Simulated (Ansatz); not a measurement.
**NaVSe3 (model cell, started as cubic perovskite with V in the octahedra): following an unstable mode**

Which phase does NaVSe3 (model cell, started as cubic perovskite with V in the octahedra) fall into along its unstable mode, and how much energy does it gain?

Method: DFT PBE, scalar-relativistic, plane waves, PAW, in Ansatz 0.2.0.

The structure was built from a prototype and need not be the compound's stable phase.

**1. The structure**

Symmetry: Pm-3m, No. 221, cubic system. The conventional cell has a = 4.899 Å, b = 4.899 Å, c = 4.899 Å, α = 90.00°, β = 90.00°, γ = 90.00°. Na has 12 Se at 3.46 Å nearest. Nearest to V lie 6 Se at 2.45 Å. Se has 2 V at 2.45 Å and 4 Na at 3.46 Å nearest. Farther neighbours and most contacts between anions are not listed.

**2. Response at finite wavevector**

The cell comes from relaxations at this level that are not shown. Stability and thermal properties need the whole zone. Linear response on a 2×2×2 q mesh gives force constants as far as a supercell of that size would.

Input file input.yaml:

```yaml
crystal:
  lattice:
    - [4.8990130555, 0.0, 0.0]
    - [0.0, 4.8990130555, 0.0]
    - [0.0, 0.0, 4.8990130555]
  atoms:
    - { symbol: Na, position: [0.0, 0.0, 0.0] }
    - { symbol: V, position: [0.5, 0.5, 0.5] }
    - { symbol: Se, position: [0.5, 0.5, 0.0] }
    - { symbol: Se, position: [0.5, 0.0, 0.5] }
    - { symbol: Se, position: [0.0, 0.5, 0.5] }
kpoints:
  mp_grid: { grid: [6, 6, 6] }
hamiltonian:
  xc: pbe
scf:
  occupations: { method: methfessel_paxton, width: 0.15 }
output:
  eigenvalues: true
phonons:
  method: dfpt
  qmesh: [2, 2, 2]
  temperatures: { t_max: 1000, t_step: 50 }
  qpath:
    path:
      - [[0.0, 0.0, 0.0], [0.0, 0.5, 0.0], [0.5, 0.5, 0.0], [0.0, 0.0, 0.0], [0.5, 0.5, 0.5], [0.0, 0.5, 0.0]]
      - [[0.5, 0.5, 0.5], [0.5, 0.5, 0.0]]
    npoints: 10
```

Launch:

```sh
> ansatz run input.yaml --threads 8 --pin off --max-ram 14336MiB --backend cpu --events-out ev --progress --plain --runs-dir out
```

Numbers of over 12 decimals in the logs are rounded to 6 here.

What it wrote:

```text
Engine: ansatz 0.2.0, aarch64-unknown-linux-gnu
Pseudopotentials: kind: paw
Pseudopotential: Na, paw, valence charge 9, recommended cutoff 420 eV (normal), Na.paw.azcp
Pseudopotential: V, paw, valence charge 13, recommended cutoff 420 eV (normal), V.paw.azcp
Pseudopotential: Se, paw, valence charge 16, recommended cutoff 420 eV (normal), Se.paw.azcp
Functional definition: PBE
  parameter kappa = 0.804
  parameter beta = 0.066725
  exchange = pbe_x(kappa = kappa, mu = beta*pi^2/3)
  correlation = pbe_c(beta = beta)
Crystal: 5 atoms, lattice volume = 117.578 Å³
Basis set: ecut = 420 eV, 2325 PW (Γ), exchange–correlation on 72×72×72 points (8 copies of the dense FFT grid, shifted against one another)
Bands: 42, of which v1, the nominal top of the filled ones, is band 35 counted from 1 (34 counted from 0)
Symmetry: 48 space group operations
k-points: 20 of 216
Non-local potential: Na, projectors of the file, l = 0: 3, l = 1: 2, l = 2: 1
Non-local potential: V, projectors of the file, l = 0: 3, l = 1: 2, l = 2: 3, l = 3: 1
Non-local potential: Se, projectors of the file, l = 0: 2, l = 1: 2, l = 2: 3, l = 3: 1
PAW form: soft (Blöchl's): semilocal exchange-correlation on the pseudo side does not see the compensation charge
PAW one-centre angular grid: Na, 110 points (default); XC on 64 Gauss nodes
PAW one-centre angular grid: V, 590 points (default); XC on 64 Gauss nodes
PAW one-centre angular grid: Se, 590 points (default); XC on 64 Gauss nodes
Initial density: superposition of atomic densities (neutral atoms: chi_scale 0, normalization atom), corrected by the library's trained network
Initial wavefunctions: pseudopotential atomic-orbital guess
Functional: x = pbe(κ = 0.804, μ = 0.219515), c = pbe(β = 0.066725)
SCF iter   1: F=—  HF=-20808.359878 eV  |F-HF|=—  |Δ(HF+E_count)|=         —  Δρ=5.90e-3  dr2=7.25e-2  ethr=1.77e-3  ⟨swp⟩=5.7  Hψ=2921  notcnv=0
preconditioner: auto → LDOS  [metal: Δε(μ)=0.007 eV  Ē_g=7.420 eV  σ=0.150 eV  W_gap=0.04  n_scr=26 (ndim 8)  ℏωp=16.8 eV  f_vac=0.121  D(μ)=7.97/eV (n_scr^D=80)  β→1.0]
SCF iter   2: F=—  HF=-20808.357994 eV  |F-HF|=—  |Δ(HF+E_count)|=   1.88e-3  S|Δr|=    0.00e0  Δρ=1.95e-3  dr2=5.30e-3  ethr=1.04e-4  ⟨swp⟩=1.1  Hψ=1003  notcnv=0
SCF iter   3: F=—  HF=-20808.358125 eV  |F-HF|=—  |Δ(HF+E_count)|=   1.31e-4  S|Δr|=    0.00e0  Δρ=8.55e-4  dr2=7.70e-4  ethr=7.57e-6  ⟨swp⟩=2.0  Hψ=1139  notcnv=0
SCF iter   4: F=—  HF=-20808.358057 eV  |F-HF|=—  |Δ(HF+E_count)|=   6.80e-5  S|Δr|=    0.00e0  Δρ=1.27e-4  dr2=2.42e-5  ethr=1.10e-6  ⟨swp⟩=1.5  Hψ=856  notcnv=0
SCF iter   5: F=—  HF=-20808.358059 eV  |F-HF|=—  |Δ(HF+E_count)|=   1.84e-6  S|Δr|=    0.00e0  Δρ=4.98e-5  dr2=4.68e-6  ethr=3.46e-8  ⟨swp⟩=2.0  Hψ=1160  notcnv=0
SCF iter   6: F=—  HF=-20808.358061 eV  |F-HF|=—  |Δ(HF+E_count)|=   2.66e-6  S|Δr|=    0.00e0  Δρ=1.55e-5  dr2=5.92e-7  ethr=6.68e-9  ⟨swp⟩=2.1  Hψ=1476  notcnv=0
SCF iter   7: F=—  HF=-20808.358061 eV  |F-HF|=—  |Δ(HF+E_count)|=   1.02e-7  S|Δr|=    0.00e0  Δρ=3.23e-6  dr2=1.25e-8  ethr=8.45e-10  ⟨swp⟩=2.2  Hψ=1549  notcnv=0
SCF iter   8: F=—  HF=-20808.358061 eV  |F-HF|=—  |Δ(HF+E_count)|=   2.41e-9  S|Δr|=    0.00e0  Δρ=3.46e-6  dr2=2.08e-8  ethr=1.79e-11  ⟨swp⟩=2.0  Hψ=1089  notcnv=0
SCF iter   9: F=—  HF=-20808.358061 eV  |F-HF|=—  |Δ(HF+E_count)|=  9.02e-10  S|Δr|=    0.00e0  Δρ=3.43e-7  dr2=2.28e-10  ethr=1.79e-11  ⟨swp⟩=1.3  Hψ=846  notcnv=0
SCF iter  10: F=-20808.358061 eV  HF=-20808.358061 eV  |F-HF|=7.28e-12  |Δ(HF+E_count)|=    0.00e0  S|Δr|=    0.00e0  Δρ=1.40e-8  dr2=1.57e-13  ethr=1.00e-12  ⟨swp⟩=4.5  Hψ=3588  notcnv=0
SCF 1 converged in 10 iterations: F = -20808.358061 eV  dr2 = 1.57e-13
  greatest PAW one-centre occupation: 1.000 electrons in one spin orbital (limit 2), on the Se atom at site 2 (counted from 0), in its partial waves of l = 2
Initial density: read from a saved state, or passed on in memory by an earlier SCF of this step, an earlier step, the calling program or the single point that the run made first
iter 1 solved again at ethr=2.65e-7 eV; its pass at ethr=3.10e-3 eV (dr2=1.86e-4 eV) is discarded
SCF iter   1: F=—  HF=-20808.358066 eV  |F-HF|=—  |Δ(HF+E_count)|=         —  Δρ=5.83e-7  dr2=1.49e-10  ethr=2.65e-7  ⟨swp⟩=3.0  Hψ=4745  notcnv=0
eigensolver tolerance schedule: the retry pair's looser diagonalisation over-reported the residual by 1244441.38 of it (diagonalisation noise at an unbounded share of the residual, at the tolerance the schedule requests for it); recorded, not acted on — ethr = c·dr2/N_el stays at c = 1.0e-1
preconditioner: auto → LDOS  [metal: Δε(μ)=0.005 eV  Ē_g=7.409 eV  σ=0.150 eV  W_gap=0.03  n_scr=26 (ndim 8)  ℏωp=16.8 eV  f_vac=0.119  D(μ)=8.37/eV (n_scr^D=80)  β→1.0]
SCF iter   2: F=—  HF=-20808.358061 eV  |F-HF|=—  |Δ(HF+E_count)|=   4.23e-6  S|Δr|=    0.00e0  Δρ=5.90e-7  dr2=1.61e-10  ethr=1.00e-12  ⟨swp⟩=3.8  Hψ=2293  notcnv=0
SCF iter   3: F=—  HF=-20808.358061 eV  |F-HF|=—  |Δ(HF+E_count)|=  4.73e-11  S|Δr|=    0.00e0  Δρ=3.08e-7  dr2=3.72e-11  ethr=1.00e-12  ⟨swp⟩=2.0  Hψ=1483  notcnv=0
SCF iter   4: F=—  HF=-20808.358061 eV  |F-HF|=—  |Δ(HF+E_count)|=    0.00e0  S|Δr|=    0.00e0  Δρ=2.27e-7  dr2=2.10e-11  ethr=1.00e-12  ⟨swp⟩=1.0  Hψ=840  notcnv=0
SCF iter   5: F=-20808.358061 eV  HF=-20808.358061 eV  |F-HF|=7.28e-12  |Δ(HF+E_count)|=  3.64e-12  S|Δr|=    0.00e0  Δρ=1.30e-7  dr2=7.31e-12  ethr=1.00e-12  ⟨swp⟩=1.2  Hψ=1790  notcnv=0
SCF 2 converged in 5 iterations: F = -20808.358061 eV  dr2 = 7.31e-12
  greatest PAW one-centre occupation: 1.000 electrons in one spin orbital (limit 2), on the Se atom at site 4 (counted from 0), in its partial waves of l = 2
phonons: the bands overlap, so this run is a metal and interpolates without the dipole-dipole term. If the crystal is really an insulator or semiconductor, its LO-TO splitting is missing
NSCF: frozen V_eff on 20 k-points
WARN: eigensolver did not converge in 2 slots of this pass, the one above among them; of largest residual over every band (k=4): 1 band(s) unlocked (lowest unlocked band 41, counted from 0; max residual 2.67e-4 eV among the unlocked bands, 2.67e-4 eV over every band); of lowest unlocked band (k=4): band 41
NSCF: frozen V_eff on 64 k-points
DFPT response loops at q = (0, 0, 0) (fractional): preconditioner auto → Kerker (q_TF=auto, 2.502 Å⁻¹) (partly filled bands, converged f_vac=0.119); β = 1.00, the filter's whole step (`scf.mixing.beta` (0.50) is not read by the response loops under this deck's `scf.mixing.preconditioner`; to damp them name `kerker` or `kerker_dos`, under which they read `scf.mixing.beta`, and type it under 1.00, their step now; both keys bind the ground state too); Broyden in place of MSR1
NSCF: frozen V_eff on 128 k-points
DFPT response loops at q = (0, 0, -0.5) (fractional): mixed as the last ones told, above
NSCF: frozen V_eff on 128 k-points
DFPT response loops at q = (0, -0.5, -0.5) (fractional): mixed as the last ones told, above
NSCF: frozen V_eff on 128 k-points
DFPT response loops at q = (-0.5, -0.5, -0.5) (fractional): mixed as the last ones told, above
SCF converged after 10 iterations
Stability not checked: this state was not tested for a lower state beside it, because cold or Methfessel-Paxton smearing, or corrected tetrahedra, fill the levels in a way that the test cannot read (fill_not_monotonic; see scf.lower_state_search)
Free energy (F): -20808.358061 eV
Harris-Foulkes:  -20808.358061 eV  (|F-HF|=7.28e-12)
Internal energy: -20808.341253 eV  (E = F + TS)
E sigma→0 (E₀):  -20808.353859 eV
Entropy (-TS):   -0.016808 eV (-3.362 meV/atom)
Fermi energy:    7.540076 eV
Step filling:    the computed levels leave a gap of 0.0032 eV = 0.0 smearing widths at the electron count; against every level under it full and every level over it empty, smearing changes F+E_penalty+E_count by -11.479 meV and its σ→0 estimate by -7.277 meV
--- Per-component energies (eV) ---
  E_band       = -1637.040991
  E_kinetic    = 811.806228
  E_local      = -10477.733814  (includes V_loc(G=0)·N_el)
  E_nonlocal   = -1718.919403
  E_hartree    = 4918.267677
  E_xc         = -481.589583
  E_vxc        = -509.343876  (∫ρ·V_xc dr)
  E_paw        = -7108.908111  (= ΣΔE_a)
  E_vpaw       = 420.616005  (= ΣTr[D̂ρ^β])
  E_aug_tail   = -0.001485  (compensation charges beyond the density's cutoff)
  E_ewald      = -6751.262762
  E_smearing   = -0.016808  (= −TS)
  E_closure    = -0.000000  (closes the sum)
  Σ components = -20808.358061   (vs F -20808.358061, Δ=0.00e0)
--- Band table (eV; the first three rows and the last of 20) ---
  k-point 0: bands = [... 31 lower, 6.4845, 6.6704, 6.6704, 6.6704, 7.3001, 7.3001, 7.3001, 7.7458, ... 3 higher]
  k-point 1: bands = [... 31 lower, 6.2824, 6.3174, 6.6768, 6.9563, 6.9563, 7.6627, 7.6627, 7.7518, ... 3 higher]
  k-point 2: bands = [... 31 lower, 5.2188, 6.0232, 6.6896, 7.0219, 7.0219, 7.7597, 8.1725, 8.1725, ... 3 higher]
  k-point 19: bands = [... 31 lower, 3.7513, 8.0645, 8.0645, 8.0645, 8.1941, 8.1941, 8.1941, 9.7299, ... 3 higher]
--- Phonons (Γ-DFPT): 4 representative perturbations + reference (Σ response iterations 12) ---
  ASR residual: 3.770e-5 → 0.000e0 eV/Å²; symmetrization residual: 6.735e-6 eV/Å²
  ASR residual per site (eV/Å²): 3.77e-5 9.28e-6 1.64e-5 1.64e-5 1.64e-5
  Γ frequencies (cm⁻¹): -143.71 -143.71 -143.71 -26.97 -26.97 -26.97 0.00 0.00 0.00 34.50 34.50 34.50 198.53 198.53 198.53
--- Phonons (arbitrary-q DFPT): 4 irreducible q on the 2×2×2 mesh ---
  q = [0.0000, 0.0000, 0.0000] (star 1, of the zone-centre solve; hermiticity 1.65e-6, symmetrization 1.32e-11): -143.71 -143.71 -143.71 -26.97 -26.97 -26.97 -0.00 0.00 0.00 34.50 34.50 34.50 198.53 198.53 198.53
  q = [0.0000, 0.0000, -0.5000] (star 3, 9 solved perturbations in 504 linear systems a pass and spin channel, the states on 64 of 216 k-point pairs; hermiticity 7.55e-7, symmetrization 2.91e-12): -128.80 -128.80 -11.34 -11.34 31.97 33.17 33.17 40.44 45.11 77.75 77.75 110.09 190.09 190.09 204.56
  q = [0.0000, -0.5000, -0.5000] (star 3, 9 solved perturbations in 504 linear systems a pass and spin channel, the states on 64 of 216 k-point pairs; hermiticity 7.03e-7, symmetrization 2.96e-12): -107.17 -69.47 -61.59 -50.03 -50.03 33.61 45.83 45.83 78.09 78.09 120.90 129.73 129.73 180.91 227.83
  q = [-0.5000, -0.5000, -0.5000] (star 1, 4 solved perturbations in 184 linear systems a pass and spin channel, the states on 64 of 216 k-point pairs; hermiticity 2.88e-7, symmetrization 1.14e-11): -146.43 -146.43 -60.73 -60.73 -60.73 39.29 39.29 39.29 117.06 117.06 117.06 122.19 122.19 122.19 249.25
  sum rule: each row above includes the acoustic sum rule's correction from the zone centre's row sums; it moved no ω² by more than (0.67 cm⁻¹)²
  mesh force constants: q→R imaginary residual 3.98e-18; ASR residual 3.770e-5 → 0.000e0 eV/Å²; symmetrization residual 9.770e-15 eV/Å²
  interpolated dispersion: 62 rows × 15 modes
  density of states and harmonic sums: on the 14×14×14 q-mesh, interpolated from the force constants of a 2×2×2 supercell (no non-analytic term)
  largest difference from the sums on the solved wave vectors: F 5.02e-2 eV, S 7.97e-5 and C_V 2.92e-5 eV/K
  zero-point energy: 0.060153 eV/cell   skipped modes (ω ≤ 0): 655, of them read as no rigid motion or as one in doubt: 652 (5.464e0 modes/cell left out, lowest -146.43 cm⁻¹)   left out of the sums: 3.64e-1 of the cell's modes: C_V's classical limit lies that fraction below 3 k_B per atom; for a crystal, a wire or a layer, F and S can be off by more, and a phonons.interpolated_qmesh denser along its periods is the remedy for the sampling
```

It took 6.6 min on 8 threads of Arm Neoverse N1, shared host; peak memory 1.4 GiB; 28 min of CPU time.

This run has no spin polarisation, although V can carry a moment.

Numbers from this step:

* volume per atom: 23.52 Å³
* gap on the k-mesh: 0 eV
* sum-rule residual before enforcement: 3.77e-5 eV/Å²
* lowest frequency on the path: -146.4 cm⁻¹
* point group: m-3m
* highest frequency on the path or at a solved wavevector: 249.6 cm⁻¹
* highest optical mode at the zone centre (no LO-TO term): 198.5 cm⁻¹
* lowest optical zone-centre mode: -143.7 cm⁻¹
* lowest mode on the q mesh (acoustic modes at Γ apart): -146.4 cm⁻¹

Frequencies (cm⁻¹) solved at each irreducible wavevector; negative means imaginary. Frequencies by wavevector, by row:

```
q in reciprocal lattice units  star  mode 1  mode 2  mode 3  mode 4  mode 13  mode 14  mode 15
                        0 0 0     1  -143.7  -143.7  -143.7     -27    198.5    198.5    198.5
                     0 0 -0.5     3  -128.8  -128.8   -11.3   -11.3    190.1    190.1    204.6
                  0 -0.5 -0.5     3  -107.2   -69.5   -61.6     -50    129.7    180.9    227.8
               -0.5 -0.5 -0.5     1  -146.4  -146.4   -60.7   -60.7    122.2    122.2    249.2
```

Interpolated from a 2×2×2 q mesh. The phonon branches at the labelled points (cm⁻¹):

```
    point  branch 1  branch 2  branch 3  branch 4  branch 12  branch 13  branch 14  branch 15
        Γ      -144      -144      -144       -27         34        198        198        198
  halfway      -136      -136       -90       -14         73        195        195        201
        X      -129      -129       -11       -11        110        190        190        205
  halfway      -117       -84       -45       -39        122        128        186        226
        M      -107       -70       -62       -50        130        130        181        228
  halfway      -126       -88       -85       -43         96        158        191        220
        Γ      -144      -144      -144       -27         34        198        198        198
  halfway       -77       -77       -77       -49        105        146        146        238
        R      -146      -146       -61       -61        122        122        122        249
  halfway       -80       -66       -56       -46        116        125        129        244
        X      -129      -129       -11       -11        110        190        190        205
jump to R      -146      -146       -61       -61        122        122        122        249
  halfway      -115       -81       -61       -43        122        126        126        248
        M      -107       -70       -62       -50        130        130        181        228
```

Symmetry leaves 4 wavevectors to solve. The lowest mode among them, the acoustic zeros apart, lies at q = (-0.5, -0.5, -0.5) and is imaginary, 146.4i cm⁻¹, so the energy falls along it.

**3. The mode frozen in, largest atomic shift 0 Å**

The mode followed lies at Γ with frequency 143.7i cm⁻¹ and is 3-fold degenerate, one of the unstable modes though not the softest. At small amplitude the distorted cell has space group no. 38 by a symmetry search on the positions. The undistorted cell that holds it gives the zero of energy on the same k mesh.

input.yaml, the sections that differ from step 2:

```yaml
output:
  forces: true
  stress: true
  eigenvalues: true
# crystal, kpoints, hamiltonian, scf: as in step 2
# phonons: removed
```

What it wrote:

```text
[...]
Crystal: 5 atoms, lattice volume = 117.578 Å³
Basis set: ecut = 420 eV, 2325 PW (Γ), exchange–correlation on 72×72×72 points (8 copies of the dense FFT grid, shifted against one another)
Bands: 42, of which v1, the nominal top of the filled ones, is band 35 counted from 1 (34 counted from 0)
Symmetry: 48 space group operations
[...]
k-points: 20 of 216
[...]
k-point 0: bands = [... 31 lower, 6.4846, 6.6705, 6.6705, 6.6705, 7.3001, 7.3001, 7.3001, 7.7458, ... 3 higher]
  k-point 1: bands = [... 31 lower, 6.2825, 6.3174, 6.6768, 6.9563, 6.9563, 7.6627, 7.6627, 7.7518, ... 3 higher]
  k-point 2: bands = [... 31 lower, 5.2189, 6.0232, 6.6896, 7.0219, 7.0219, 7.7597, 8.1725, 8.1725, ... 3 higher]
  k-point 19: bands = [... 31 lower, 3.7513, 8.0645, 8.0645, 8.0645, 8.1942, 8.1942, 8.1942, 9.7298, ... 3 higher]
[key lines of the parts left out:]
SCF converged after 7 iterations
Free energy (F): -20808.358061 eV
Fermi energy:    7.540100 eV
P = ⅓ Tr σ = -0.0014 GPa (-0.014 kbar)
```

Elapsed: 1.8 s, on 8 threads; peak memory 0.58 GiB; 11 s of CPU time.

This step gave:

- pressure: -0.001436 GPa
- energy from the undistorted cell: 0 meV/atom

The run ends at a pressure of 0.00 GPa.

**4. The mode frozen in, largest atomic shift 0.45 Å**

The atoms are moved along the unstable eigenvector, the largest shift by 0.45 Å, with the cell fixed.

input.yaml, the sections that differ from step 3:

```yaml
crystal:
  lattice:
    - [4.8990130555, 0.0, 0.0]
    - [0.0, 4.8990130555, 0.0]
    - [0.0, 0.0, 4.8990130555]
  atoms:
    - { symbol: Na, position: [0.0, -0.0011544233, -0.0011544233] }
    - { symbol: V, position: [0.5, 0.5649514602, 0.5649514602] }
    - { symbol: Se, position: [0.5, 0.4784163293, 0.0016054404] }
    - { symbol: Se, position: [0.5, 0.0016054404, 0.4784163293] }
    - { symbol: Se, position: [0.0, 0.4784163293, 0.4784163293] }
# kpoints, hamiltonian, scf, output: as in step 3
```

What it wrote:

```text
[...]
Crystal: 5 atoms, lattice volume = 117.578 Å³
Basis set: ecut = 420 eV, 2325 PW (Γ), exchange–correlation on 72×72×72 points (8 copies of the dense FFT grid, shifted against one another)
Bands: 42, of which v1, the nominal top of the filled ones, is band 35 counted from 1 (34 counted from 0)
Symmetry: 4 space group operations
[...]
k-points: 52 of 216 (time reversal used)
[...]
k-point 0: bands = [... 31 lower, 5.8138, 5.9898, 6.1151, 6.9911, 7.7271, 8.6258, 8.7346, 8.7570, ... 3 higher]
  k-point 1: bands = [... 31 lower, 5.7134, 5.9152, 6.0650, 6.7900, 7.8859, 8.2733, 8.7401, 8.8744, ... 3 higher]
  k-point 2: bands = [... 31 lower, 5.2612, 5.7227, 5.8845, 6.6977, 8.1210, 8.3351, 8.7538, 8.8731, ... 3 higher]
  k-point 51: bands = [... 31 lower, 4.4354, 7.6683, 7.7844, 7.9332, 7.9555, 8.2858, 8.5252, 9.9553, ... 3 higher]
[key lines of the parts left out:]
SCF converged after 7 iterations
Free energy (F): -20808.579272 eV
Fermi energy:    7.717627 eV
P = ⅓ Tr σ = 2.7216 GPa (27.216 kbar)
```

Elapsed: 5.1 s, on 8 threads; peak memory 0.6 GiB; 38 s of CPU time.

This step gave:

* pressure: 2.722 GPa
* energy from the undistorted cell: -45.05 meV/atom

The energy, extrapolated to zero smearing, is -45.05 meV/atom against the undistorted cell.

The run ends at a pressure of 2.72 GPa, with forces up to 1.1 eV/Å.

**5. Energy along the mode, all amplitudes (two of the runs are shown above)**

An imaginary frequency means negative curvature, so the energy should fall and then rise again as anharmonic terms take over.

Numbers from this step:

* depth at the lowest point sampled: 45.05 meV/atom
* largest atomic shift at that point: 0.45 Å

Table of energy from the parent by largest atomic shift:

```
largest atomic shift (Å)  energy from the parent (meV/atom)
                   0.000                                  0
                   0.040                             -0.789
                   0.080                              -3.19
                   0.140                              -10.1
                   0.220                              -25.7
                   0.320                              -44.0
                   0.450                              -45.1
                   0.600                               1.66
```

Displacement at unit largest shift by atom:

```
atom  x (Å)   y (Å)   z (Å)   size
 Na1  0.000  -0.013  -0.013  0.018
  V2  0.000   0.707   0.707  1.000
 Se3  0.000  -0.235   0.017  0.236
 Se4  0.000   0.017  -0.235  0.236
 Se5  0.000  -0.235  -0.235  0.332
```

The lowest of the steps tried is at 0.45 Å, 45.1 meV/atom below the parent; the bottom of the well need not coincide with a step.

(Part 1 of 3 ends here.)

[Logs are printed without paths, hosts, clocks, repeated set-up lines and the standing remarks that a program may print on its own settings, such as how far it seeks lower states.]

[Hosts, paths, dates, database ids (printed as entryN), source tags and the programs' standing remarks are cut or masked in the printed files.]
